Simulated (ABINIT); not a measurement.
**TePb (Fm-3m): G0W0 in ABINIT against the exchange cutoff**

Wanted: the cheapest exchange cutoff that holds the gap of TePb (Fm-3m).

Method: PBE and many-body steps on it, plane waves, in ABINIT 10.8.3.

Report form: the programs' logs are mostly left out.

## 1. Set-up

The structure is cubic, space group Fm-3m (No. 225). The conventional cell has a = 6.462 Å, b = 6.462 Å, c = 6.462 Å, α = 90.00°, β = 90.00°, γ = 90.00°. Nearest to Te lie 6 Pb at 3.23 Å. Pb has 6 Te at 3.23 Å nearest. Farther neighbours and most contacts between anions are not listed.

Coordinates:

```cif
data_structure
_symmetry_space_group_name_H-M 'Fm-3m'
_symmetry_Int_Tables_number 225
_cell_length_a 6.4620
_cell_length_b 6.4620
_cell_length_c 6.4620
_cell_angle_alpha 90.000
_cell_angle_beta 90.000
_cell_angle_gamma 90.000
_cell_volume 269.84
loop_
_atom_site_label
_atom_site_type_symbol
_atom_site_symmetry_multiplicity
_atom_site_Wyckoff_symbol
_atom_site_fract_x
_atom_site_fract_y
_atom_site_fract_z
_atom_site_occupancy
Te1 Te 4 b 0.50000 0.00000 0.00000 1
Pb1 Pb 4 a 0.00000 0.00000 0.00000 1
```

The cell and positions come from the Crystallography Open Database and are kept as given unless a step says otherwise. Spin-orbit coupling is left out unless a step names it.

## 2. Screening, 4×4×4 mesh, 124 bands, screening to 163.3 eV

This step: ABINIT 10.8.3; RPA screening on PBE, plane waves, norm-conserving pseudopotentials.

The RPA dielectric matrix is built and inverted for each q.

run.abi

```
acell 3*1.0 Angstrom
rprim 
  -0.000000000000 3.231000000000 3.231000000000
  3.231000000000 0.000000000000 3.231000000000
  3.231000000000 3.231000000000 0.000000000000
ntypat 2
znucl 52 82
natom 2
typat 1 2
xred 
  0.500000000000 0.500000000000 0.500000000000
  0.000000000000 -0.000000000000 -0.000000000000
pp_dirpath "pseudos"
pseudos "Te.upf, Pb.upf"
ecut 34
ngkpt 4 4 4
nshiftk 1
shiftk 0 0 0
kptopt 1
chksymbreak 0
istwfk *1
occopt 1
irdwfk 1
optdriver 3
nband 124
ecuteps 6
inclvkb 2
awtr 1
symchi 1
indata_prefix "in"
outdata_prefix "out"
tmpdata_prefix "tmp"
```

Launch:

```sh
$ OMP_NUM_THREADS=1 mpirun -n 8 abinit run.abi > log
```

Elapsed: 96 s, on 8 MPI ranks of Arm Neoverse N1, shared host; peak memory 2.3 GiB.

This step gave:

| Item | Value |
| --- | --- |
| ε∞ with local fields, on this mesh, along the program's q direction | 38.66 |
| the same without local fields | 41.73 |
| plasma frequency | 24.76 eV |
| plane waves in the screening matrix | 331 |

Local fields lower ε∞ by 7 %.

## 3. 3.4 Ha

This step: G0W0 on PBE, plane waves, norm-conserving pseudopotentials.

run.abi, as its differences from that of step 2:

```diff
@@ -23,8 +23,17 @@
 irdwfk 1
-optdriver 3
+optdriver 4
 nband 124
+gwcalctyp 0
+ecutsigx 3.4
+symsigma 1
+nkptgw 2
+kptgw 
+  0.5000000000 0.0000000000 0.0000000000
+  0.0000000000 0.0000000000 0.0000000000
+bdgw 
+  13 18
+  13 18
 ecuteps 6
-inclvkb 2
-awtr 1
-symchi 1
+irdscr 1
+ppmodel 1
 indata_prefix "in"
```

The job ended after 8.8 s (8 MPI ranks; peak memory 1.1 GiB).

Numbers from this step:

- G0W0 gap on the points computed: 0.9000 eV
- starting gap on the mesh: 0.7358 eV
- k of the valence top: 0.5, 0, 0
- k of the conduction bottom: 0.5, 0, 0
- Z at the valence top: 0.793
- Z at the conduction bottom: 0.802
- least direct G0W0 gap on the computed points: 0.9000 eV

## 4. 6.8 Ha

run.abi, as its differences from that of step 3:

```diff
@@ -26,3 +26,3 @@
 gwcalctyp 0
-ecutsigx 3.4
+ecutsigx 6.8
 symsigma 1
```

The job ended after 24 s (8 MPI ranks; peak memory 2.1 GiB).

This step gave:

```
G0W0 gap on the points computed              : 1.054 eV
starting gap on the mesh                     : 0.7358 eV
k of the valence top                         : 0.5, 0, 0
k of the conduction bottom                   : 0.5, 0, 0
Z at the valence top                         : 0.792
Z at the conduction bottom                   : 0.801
least direct G0W0 gap on the computed points : 1.054 eV
```

## 5. 13.6 Ha

The self-energy is evaluated for the states that the input lists, and the levels follow from it, in one-shot runs by the linearised quasiparticle equation.

run.abi, as its differences from that of step 4:

```diff
@@ -26,3 +26,3 @@
 gwcalctyp 0
-ecutsigx 6.8
+ecutsigx 13.6
 symsigma 1
```

Run time: 25 s. Hardware: 8 MPI ranks; peak memory 2.1 GiB; 3.3 min of CPU time.

This step gave:

* G0W0 gap on the points computed: 1.077 eV
* starting gap on the mesh: 0.7358 eV
* k of the valence top: 0.5, 0, 0
* k of the conduction bottom: 0.5, 0, 0
* least direct G0W0 gap on the computed points: 1.077 eV

The gap on the mesh goes from 0.74 eV to 1.08 eV, a correction of +0.34 eV.

## 6. 23.8 Ha

run.abi, as its differences from that of step 5:

```diff
@@ -26,3 +26,3 @@
 gwcalctyp 0
-ecutsigx 13.6
+ecutsigx 23.8
 symsigma 1
```

Run time: 25 s. Hardware: 8 MPI ranks; peak memory 2.1 GiB.

This step gave:

```yaml
g0w0_gap_on_the_points_computed: 1.080 eV
starting_gap_on_the_mesh: 0.7358 eV
k_of_the_valence_top: 0.5, 0, 0
k_of_the_conduction_bottom: 0.5, 0, 0
least_direct_g0w0_gap_on_the_computed_points: 1.080 eV
```

Against the run before, the gap moves by +0.003 eV.

## 7. 34 Ha

run.abi, as its differences from that of step 6:

```diff
@@ -26,3 +26,3 @@
 gwcalctyp 0
-ecutsigx 23.8
+ecutsigx 34
 symsigma 1
```

The job ended after 26 s (8 MPI ranks; peak memory 2.2 GiB).

This step gave:

* G0W0 gap on the points computed: 1.079 eV
* starting gap on the mesh: 0.7358 eV
* k of the valence top: 0.5, 0, 0
* k of the conduction bottom: 0.5, 0, 0
* least direct G0W0 gap on the computed points: 1.079 eV

Against the run before, the gap moves by −0.001 eV.

## 8. The runs together

Times are wall times on 8 MPI ranks of Arm Neoverse N1, shared host, good to a factor of about two. A run's time includes the screening step that it read.

```csv
run,mesh,bands,screening cutoff (eV),DFT gap (eV),gap on the mesh (eV),direct (eV),ε∞ used,time
3.4 Ha,4×4×4,124,163.3,0.736,0.900,0.900,38.66,1.7 min
6.8 Ha,4×4×4,124,163.3,0.736,1.054,1.054,38.66,2 min
13.6 Ha,4×4×4,124,163.3,0.736,1.077,1.077,38.66,2 min
23.8 Ha,4×4×4,124,163.3,0.736,1.080,1.080,38.66,2 min
34 Ha,4×4×4,124,163.3,0.736,1.079,1.079,38.66,2 min
```

## 9. Outcome

```json
{
 "3.4 Ha": "0.900 eV",
 "6.8 Ha": "1.054 eV",
 "13.6 Ha": "1.077 eV",
 "23.8 Ha": "1.080 eV",
 "34 Ha": "1.079 eV",
 "known limits": "not at the basis limit; model gap, bands may invert with spin-orbit coupling; exchange with frozen shells missing; mesh may overstate the screening; no spin-orbit coupling; coarse k mesh"
}
```

The setting moved: exchange cutoff. From 3.4 Ha to 34 Ha the gap moves by +0.18 eV. It holds to 0.03 eV from 6.8 Ha on. Bands and screening cutoff are coupled, so a series along one setting does not show full convergence. Below the screening cutoff the correlation part is cut too. Bands and cutoff are finite, so the gap is not at the basis limit. The miss can reach some tenths of an eV and take either sign; the mesh is an error of its own. In the first G0W0 run levels were corrected at 2 k points alone, so a gap called «on the mesh» is the least over those, and an edge elsewhere would be missed. The 4×4×4 mesh is coarse for this cell, which bears on the long-range parts of exchange and screening. Where an edge is built on 6p states of lead, bismuth or thallium, scalar-relativistic gaps usually stand too wide, by a few tenths to over one eV. With atoms this heavy and so narrow a gap, spin-orbit coupling can invert the bands. These scalar-relativistic gaps are then model values, not to be set against experiment, and a spin-orbit change taken from DFT can't simply be added. The norm-conserving file of at least one element keeps a d shell over frozen s and p shells of the same row. Exchange with those shells is missing from the self-energy, an error of 0.3 to 0.9 eV in cases checked, whose sign depends on which edge lies on those atoms. For the PBE start: The RPA ε∞ on this mesh reaches over 25; with a narrow direct gap a coarse mesh can overstate it, and the correction is then too small.

[Paths, hosts, dates, memory and timing lines, banners, echoed tables and standing remarks are left out of the program output.]

[Logs are printed without paths, hosts, clocks, repeated set-up lines and the standing remarks that a program may print on its own settings, such as how far it seeks lower states.]

[Runs of the session that timed out or met a known fault of the program may be left out.]

[No measured gap is set beside runs whose start may be inverted or whose files or cutoffs have a known fault.]

[Hosts, paths, dates, database ids (printed as entryN), source tags and the programs' standing remarks are cut or masked in the printed files.]

[G0W0 gaps are taken among the corrected bands and points alone; a level outside them can change the order at an edge.]

[Where Ansatz stands beside ABINIT at settings called matched, ABINIT's density can come from a denser mesh and the files from another edition; pairs whose starting gaps differed by over 0.03 eV were left out, so agreement reads better than it is.]
